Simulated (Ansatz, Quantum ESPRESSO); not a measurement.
# honeycomb SiC, 2 layers, AB' stacking: response to a perpendicular field, part 2 of 6

How does honeycomb SiC, 2 layers, AB' stacking respond to a gate-like field without added charge?

Quantum ESPRESSO 7.5; plane-wave DFT, LDA, GBRV ultrasoft pseudopotentials; geometry and cross-check by Ansatz 0.2.0 with PAW datasets.

So far: Set-up; Geometry from Ansatz.

### 3. Self-consistent run: no field

The zero-field run is the reference. tefield and dipfield are on already, so that all runs share k-points and boundary.

Level of this step: plane-wave DFT, LDA, GBRV ultrasoft pseudopotentials (Quantum ESPRESSO 7.5).

Contents of f0.in:

```
&control
  prefix = 'f0'
  outdir = './out'
  pseudo_dir = './pseudo'
  calculation = 'scf'
  tprnfor = .true.
  tefield = .true.
  dipfield = .true.
/
&system
  ibrav = 0
  nat = 4
  ntyp = 2
  ecutwfc = 40
  ecutrho = 200
  occupations = 'smearing'
  smearing = 'fd'
  degauss = 0.004
  edir = 3
  emaxpos = 0.97
  eopreg = 0.04
  eamp = 0.0
/
&electrons
  conv_thr = 1e-09
  mixing_beta = 0.4
  electron_maxstep = 120
  mixing_mode = 'plain'
/
ATOMIC_SPECIES
  C   12.0110  c_lda_v1.2.uspp.F.UPF
  Si  28.0850  si_lda_v1.uspp.F.UPF
CELL_PARAMETERS angstrom
  3.08901789981043 -0.00000000000000 0.00000000000000
  -1.54450894990522 2.67516797398069 0.00000000000000
  0.00000000000000 0.00000000000000 20.30000000000000
ATOMIC_POSITIONS crystal
  C   0.666666666667 0.333333333333 0.404300141847
  Si  0.333333333333 0.666666666667 0.404560670325
  C   0.666666666667 0.333333333333 0.595699902563
  Si  -0.000000000000 -0.000000000000 0.595439285265
K_POINTS automatic
  12 12 1 0 0 0
```

On the command line:

```sh
> OMP_NUM_THREADS=1 mpirun -n 2 pw.x -nk 2 -in f0.in > f0.out
```

The log of the run:

```text
Program PWSCF v.7.5 starts
[citation notice left out]

     Parallel version (MPI & OpenMP), running on       2 processor cores
     Number of MPI processes:                 2
     Threads/MPI process:                     1

     MPI processes distributed on     1 nodes
[...]
Current dimensions of program PWSCF are:
     Max number of different atomic species (ntypx) = 10
     Max number of k-points (npk) =  40000
     Max angular momentum in pseudopotentials (lmaxx) =  4
     Presently no symmetry can be used with electric field

     K-points division:     npool     =       2
     Subspace diagonalization in iterative solution of the eigenvalue problem:
     a serial algorithm will be used

     G-vector sticks info
     --------------------
     sticks:   dense  smooth     PW     G-vecs:    dense   smooth      PW
     Sum         475     379    121                54035    38657    7663

     Using Slab Decomposition

     bravais-lattice index     =            0
     lattice parameter (alat)  =       5.8374  a.u.
     unit-cell volume          =    1132.0461 (a.u.)^3
     number of atoms/cell      =            4
     number of atomic types    =            2
     number of electrons       =        16.00
     number of Kohn-Sham states=           12
     kinetic-energy cutoff     =      40.0000  Ry
     charge density cutoff     =     200.0000  Ry
     scf convergence threshold =      1.0E-09
     mixing beta               =       0.4000
     number of iterations used =            8  plain     mixing
     Exchange-correlation= SLA  PZ   NOGX NOGC
                           (   1   1   0   0   0   0   0)

     celldm(1)=   5.837398  celldm(2)=   0.000000  celldm(3)=   0.000000
     celldm(4)=   0.000000  celldm(5)=   0.000000  celldm(6)=   0.000000

     crystal axes: (cart. coord. in units of alat)
               a(1) = (   1.000000  -0.000000   0.000000 )
               a(2) = (  -0.500000   0.866025   0.000000 )
               a(3) = (   0.000000   0.000000   6.571668 )

     reciprocal axes: (cart. coord. in units 2 pi/alat)
               b(1) = (  1.000000  0.577350 -0.000000 )
               b(2) = (  0.000000  1.154701 -0.000000 )
               b(3) = ( -0.000000 -0.000000  0.152168 )

     PseudoPot. # 1 for C  read from file:
     ./pseudo/c_lda_v1.2.uspp.F.UPF
     Pseudo is Ultrasoft + core correction, Zval =  4.0
     Generated by new atomic code, or converted to UPF format
     Using radial grid of  721 points,  4 beta functions with:
                l(1) =   0
                l(2) =   0
                l(3) =   1
                l(4) =   1
     Q(r) pseudized with  8 coefficients,  rinner =    1.100   1.100   1.100

     PseudoPot. # 2 for Si read from file:
     ./pseudo/si_lda_v1.uspp.F.UPF
     Pseudo is Ultrasoft + core correction, Zval =  4.0
     Generated by new atomic code, or converted to UPF format
     Using radial grid of  899 points,  6 beta functions with:
                l(1) =   0
                l(2) =   0
                l(3) =   1
                l(4) =   1
                l(5) =   2
                l(6) =   2
     Q(r) pseudized with  8 coefficients,  rinner =    0.900   0.900   0.900
                                                       0.900   0.900

     atomic species   valence    mass     pseudopotential
     C                 4.00    12.01100     C ( 1.00)
     Si                4.00    28.08500     Si( 1.00)

     No symmetry found

   Cartesian axes

     site n.     atom                  positions (alat units)
         1        C      tau(   1) = (   0.5000000   0.2886751   2.6569263  )
         2        Si     tau(   2) = (  -0.0000000   0.5773503   2.6586384  )
         3        C      tau(   3) = (   0.5000000   0.2886751   3.9147420  )
         4        Si     tau(   4) = (   0.0000000   0.0000000   3.9130293  )

     number of k points=    74  Fermi-Dirac smearing, width (Ry)=  0.0040
                       cart. coord. in units 2pi/alat
        k(    1) = (   0.0000000   0.0000000   0.0000000), wk =   0.0138889
        k(    2) = (   0.0000000   0.0962250   0.0000000), wk =   0.0277778
        k(    3) = (   0.0000000   0.1924501   0.0000000), wk =   0.0277778
        k(    4) = (   0.0000000   0.2886751   0.0000000), wk =   0.0277778
        k(    5) = (   0.0000000   0.3849002   0.0000000), wk =   0.0277778
        k(    6) = (   0.0000000   0.4811252   0.0000000), wk =   0.0277778
        k(    7) = (   0.0000000  -0.5773503   0.0000000), wk =   0.0138889
        k(    8) = (   0.0833333   0.0481125   0.0000000), wk =   0.0277778
        k(    9) = (   0.0833333   0.1443376   0.0000000), wk =   0.0277778
        k(   10) = (   0.0833333   0.2405626   0.0000000), wk =   0.0277778
[...]
k(   74) = (  -0.5000000  -0.8660254   0.0000000), wk =   0.0138889

     Dense  grid:    54035 G-vectors     FFT dimensions: (  27,  27, 180)

     Smooth grid:    38657 G-vectors     FFT dimensions: (  24,  24, 160)

     Estimated max dynamical RAM per process >     151.51 MB

     Estimated total dynamical RAM >     289.84 MB

     Initial potential from superposition of free atoms

     starting charge      15.9987, renormalised to      16.0000

     negative rho (up, down):  5.017E-04 0.000E+00

     Adding external electric field

     Computed dipole along edir(3) :
        Dipole                0.0000 Ry au,          0.0000 Debye
        Dipole field          0.0000 Ry au,

        Potential amp.       -0.0000 Ry
        Total length         36.8270 bohr

     Starting wfcs are   16 randomized atomic wfcs

     total cpu time spent up to now is        2.2 secs

     per-process dynamical memory:    68.9 Mb

     Self-consistent Calculation

     iteration #  1     ecut=    40.00 Ry     beta= 0.40
     Davidson diagonalization with overlap
     ethr =  1.00E-02,  avg # of iterations =  3.0

     negative rho (up, down):  4.110E-04 0.000E+00

     Adding external electric field

     Computed dipole along edir(3) :
        Dipole                0.0001 Ry au,          0.0002 Debye
        Dipole field          0.0000 Ry au,

        Potential amp.       -0.0001 Ry
        Total length         36.8270 bohr

     total cpu time spent up to now is        3.7 secs

     total energy              =     -41.92795560 Ry
     estimated scf accuracy    <       1.41554260 Ry

     iteration #  2     ecut=    40.00 Ry     beta= 0.40
[...]
negative rho (up, down):  4.606E-04 0.000E+00

[...]
Dipole               -0.0001 Ry au,         -0.0002 Debye
[...]
total energy              =     -42.21218820 Ry
     estimated scf accuracy    <       0.03735927 Ry

     iteration #  3     ecut=    40.00 Ry     beta= 0.40
[...]
negative rho (up, down):  5.708E-04 0.000E+00

[...]
Dipole                0.0003 Ry au,          0.0008 Debye
[...]
total energy              =     -42.21099206 Ry
     estimated scf accuracy    <       0.01242178 Ry

     iteration #  4     ecut=    40.00 Ry     beta= 0.40
[...]
negative rho (up, down):  5.776E-04 0.000E+00

[...]
Dipole               -0.0000 Ry au,         -0.0001 Debye
[...]
total energy              =     -42.21272489 Ry
     estimated scf accuracy    <       0.00163622 Ry

     iteration #  5     ecut=    40.00 Ry     beta= 0.40
[...]
negative rho (up, down):  5.892E-04 0.000E+00

[...]
Dipole                0.0003 Ry au,          0.0009 Debye
[...]
total energy              =     -42.21277781 Ry
     estimated scf accuracy    <       0.00026698 Ry

     iteration #  6     ecut=    40.00 Ry     beta= 0.40
[...]
negative rho (up, down):  5.987E-04 0.000E+00

[...]
Dipole               -0.0000 Ry au,         -0.0001 Debye
[...]
total energy              =     -42.21286525 Ry
     estimated scf accuracy    <       0.00000597 Ry

     iteration #  7     ecut=    40.00 Ry     beta= 0.40
[...]
negative rho (up, down):  6.048E-04 0.000E+00

[...]
Dipole                0.0000 Ry au,          0.0001 Debye
[...]
total energy              =     -42.21287189 Ry
     estimated scf accuracy    <       0.00000215 Ry

     iteration #  8     ecut=    40.00 Ry     beta= 0.40
[...]
negative rho (up, down):  6.091E-04 0.000E+00

[...]
Dipole               -0.0001 Ry au,         -0.0002 Debye
[...]
total energy              =     -42.21287192 Ry
     estimated scf accuracy    <       0.00000033 Ry

     iteration #  9     ecut=    40.00 Ry     beta= 0.40
[...]
negative rho (up, down):  6.109E-04 0.000E+00

[...]
Dipole                0.0000 Ry au,          0.0000 Debye
[...]
total energy              =     -42.21287201 Ry
     estimated scf accuracy    <       0.00000002 Ry

     iteration # 10     ecut=    40.00 Ry     beta= 0.40
[...]
negative rho (up, down):  6.119E-04 0.000E+00

[...]
Dipole                0.0000 Ry au,          0.0000 Debye
[...]
total energy              =     -42.21287201 Ry
     estimated scf accuracy    <          9.0E-09 Ry

     iteration # 11     ecut=    40.00 Ry     beta= 0.40
[...]
negative rho (up, down):  6.136E-04 0.000E+00

[...]
Dipole               -0.0000 Ry au,         -0.0000 Debye
[...]
End of self-consistent calculation

          k = 0.0000 0.0000 0.0000 (  4787 PWs)   bands (ev):

   -15.3779 -15.2548  -6.0225  -5.0326  -3.0538  -3.0538  -3.0326  -3.0326
     1.0489   2.3423   3.2107   3.9716

          k = 0.0000 0.0962 0.0000 (  4791 PWs)   bands (ev):

   -15.2623 -15.1401  -5.8991  -4.9163  -3.5532  -3.5166  -3.1919  -3.1681
     1.2447   2.5053   3.3545   4.1383

          k = 0.0000 0.1925 0.0000 (  4796 PWs)   bands (ev):

   -14.9190 -14.7996  -5.5340  -4.7505  -4.7134  -4.5520  -3.5330  -3.5038
     1.6828   2.8562   3.7269   4.1943

          k = 0.0000 0.2887 0.0000 (  4816 PWs)   bands (ev):

   -14.3607 -14.2466  -6.2384  -6.1614  -4.9258  -4.0088  -3.9354  -3.9011
     2.1188   2.9768   3.6213   3.8853

          k = 0.0000 0.3849 0.0000 (  4868 PWs)   bands (ev):

   -13.6204 -13.5146  -7.7393  -7.6471  -4.2855  -4.2476  -4.1272  -3.2827
     2.1318   2.3022   2.6527   3.0691

          k = 0.0000 0.4811 0.0000 (  4868 PWs)   bands (ev):

   -12.8021 -12.7099  -9.0482  -8.9390  -4.5169  -4.4768  -3.2354  -2.5245
     0.8673   1.8790   2.0307   2.3738

[...]
the Fermi energy is    -0.6430 ev

!    total energy              =     -42.21287201 Ry
     estimated scf accuracy    <          4.8E-10 Ry
     smearing contrib. (-TS)   =      -0.00000000 Ry
     internal energy E=F+TS    =     -42.21287201 Ry

     The total energy is F=E-TS. E is the sum of the following terms:
     one-electron contribution =    -307.51293127 Ry
     hartree contribution      =     157.41370311 Ry
     xc contribution           =     -15.86463575 Ry
     ewald contribution        =     123.75099191 Ry
     electric field correction =       0.00000000 Ry

     convergence has been achieved in  11 iterations

     negative rho (up, down):  6.136E-04 0.000E+00

     Forces acting on atoms (cartesian axes, Ry/au):

     atom    1 type  1   force =     0.00000008   -0.00000005   -0.00055872
     atom    2 type  2   force =    -0.00000002    0.00000003   -0.00048146
     atom    3 type  1   force =    -0.00000010    0.00000005    0.00055836
     atom    4 type  2   force =     0.00000003   -0.00000003    0.00048182

     Total force =     0.001043     Total SCF correction =     0.000015

[...]
=------------------------------------------------------------------------------=
   JOB DONE.
=------------------------------------------------------------------------------=
[key lines of the parts left out:]
Dipole field         -0.0000 Ry au,
```

Run time: 18 s. Hardware: 2 MPI ranks of AMD EPYC 9R45, shared host; peak memory 0.39 GiB.

Numbers from this step:

| Item | Value |
| --- | --- |
| free energy | -574.3354 eV |
| Fermi energy | -0.643 eV |
| dipole along the normal | 0 e·Å |
| valence top, on the run's zero | -1.456 eV |
| conduction bottom, on the run's zero | 0.1962 eV |
| gap by band count | 1.653 eV |

The run needed 11 iterations to bring the estimated error under 1e-09 Ry; the largest force on any atom, held or free, is 0.01 eV/Å.

### 4. Electrostatic potential

The vacuum level is read from the electrostatic potential (plot_num = 11), averaged over planes.

Contents of f0.pot.in:

```
&inputpp
  prefix = 'f0'
  outdir = './out'
  filplot = 'f0.pot.dat'
  plot_num = 11
/
```

On the command line:

```sh
> OMP_NUM_THREADS=1 mpirun -n 2 pp.x -in f0.pot.in > f0.pot.out
```

Run time: 1.1 s. Hardware: 2 MPI ranks; peak memory 0.12 GiB; 1.9 s of CPU time.

This step gave:

| Quantity | Value |
| --- | --- |
| slope of the potential above | 2.26e-5 eV/Å |
| upper vacuum line continued to the top atoms, over the valence top | 5.072 eV |
| slope of the potential below | -1.63e-5 eV/Å |
| lower vacuum line continued to the bottom atoms, over the valence top | 5.072 eV |
| vacuum level at the upper face over the valence top of the mesh | 5.072 eV |
| vacuum level at the lower face over the valence top of the mesh | 5.072 eV |

The vacuum is flat to 0.1 meV/Å, so its level is well defined. Inside the slab the curve depends on the local part of the pseudopotentials; only the vacuum level has a meaning of its own.

(Continued in part 3 of 6.)

[Logs are printed without paths, hosts, clocks, repeated set-up lines and the standing remarks that a program may print on its own settings, such as how far it seeks lower states.]

[Hosts, paths, dates, database ids (printed as entryN), source tags and the programs' standing remarks are cut or masked in the printed files.]

[Maps of the electrostatic potential energy from Ansatz leave out the sawtooth potential of an applied field or a dipole correction, so their vacuum need not be flat; planar profiles and work functions include it.]
